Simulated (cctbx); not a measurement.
## Reading a Patterson map

Space group P6_3/mcm (no. 193), a = 8.8880 Å, b = 8.8880 Å, c = 6.6010 Å, α = 90.00°, β = 90.00°, γ = 120.00°, content Dy10 Sn6 B2.

Simulated single-crystal data (cctbx): Ag Kα, λ = 0.56087 Å, to d = 0.6 Å, 70 % of the full sphere, strongest reflection 70000 counts, noise from counting, a 1.5 % proportional error and a noise floor of 4 counts (s.d.); no absorption.

Patterson synthesis, origin scaled to 1000:

```text
Patterson group P 6/m m m
      u       v       w   height  length (A)
  0.000   0.000   0.000   1000.0     0.00
  0.000   0.000   0.500    372.0     3.30
  0.212   0.424   0.000    280.1     3.26
  0.000   0.202   0.500    219.8     3.76
  0.333   0.667   0.500    205.9     6.10
  0.333   0.667   0.000    189.8     5.13
  0.114   0.447   0.249    151.3     3.94
  0.220   0.610   0.500    149.3     5.79
  0.000   0.424   0.500    114.1     5.01
  0.079   0.335   0.250    112.8     3.16
  0.000   0.369   0.000     91.4     3.28
  0.176   0.588   0.000     65.3     4.65
  0.000   0.000   0.124     17.7     0.82
  0.000   0.083   0.044     16.8     0.80
```

**Question.** Which atom pairs make the peaks, and where is the heaviest atom?

A peak at u stands for all pairs with xi − xj = u, with weight Σ ZiZj against Σ Z² = 58610 at the origin. Peak heights follow these weights only roughly, since form factors, motion and series ripples differ, all vectors within 0.55 Å of a peak are counted as merged into it though the farther ones add only part of their weight, and F(000) is left out, which lowers the whole map:

| u | v | w | shortest length (Å) | height | 1000 ΣZiZj/ΣZ² | pairs in the cell |
| --- | --- | --- | --- | --- | --- | --- |
| 0.000 | 0.000 | 0.500 | 3.30 | 372 | 298 | 4 × Dy–Dy, 2 × B–B |
| 0.212 | 0.424 | 0.000 | 3.26 | 280 | 374 | 4 × Dy–Sn, 2 × Dy–Dy |
| 0.000 | 0.202 | 0.500 | 3.76 | 220 | 304 | 2 × Dy–Dy, 2 × Dy–Sn, 1 × Sn–Sn |
| 0.333 | 0.667 | 0.500 | 6.10 | 206 | 171 | 2 × Dy–Dy, 4 × Dy–B |
| 0.333 | 0.667 | 0.000 | 5.13 | 190 | 171 | 2 × Dy–Dy, 4 × Dy–B |
| 0.114 | 0.447 | 0.249 | 3.94 | 151 | 149 | 2 × Dy–Dy |
| 0.220 | 0.610 | 0.500 | 5.79 | 149 | 225 | 4 × Dy–Sn |
| 0.000 | 0.424 | 0.500 | 5.01 | 114 | 160 | 2 × Sn–Sn, 1 × Dy–Dy |
| 0.079 | 0.335 | 0.250 | 3.16 | 113 | 113 | 2 × Dy–Sn |
| 0.000 | 0.369 | 0.000 | 3.28 | 91 | 113 | 2 × Dy–Sn |

The table stops at ten peaks or at a height of 45, below which ripples compete. In the model behind the data Dy, the heaviest element, has 2 independent sites: (0, 0.7800, 1/4) and (2/3, 1/3, 1/2), up to an allowed shift of origin; the Dy–Dy vectors are differences of these positions and their symmetry mates. The whole model:

```
atom  mult.    x       y    z  Ueq (Å²)
 Dy1      6    0  0.7800  1/4    0.0144
 Dy2      4  2/3     1/3  1/2    0.0060
 Sn1      6    0  0.4123  1/4    0.0106
  B1      2    0       0  1/2    0.0211
```

This is a model crystal, built by substitution and not relaxed, with assumed displacement parameters.

[Logs are printed without paths, hosts, clocks, repeated set-up lines and the standing remarks that a program may print on its own settings, such as how far it seeks lower states.]
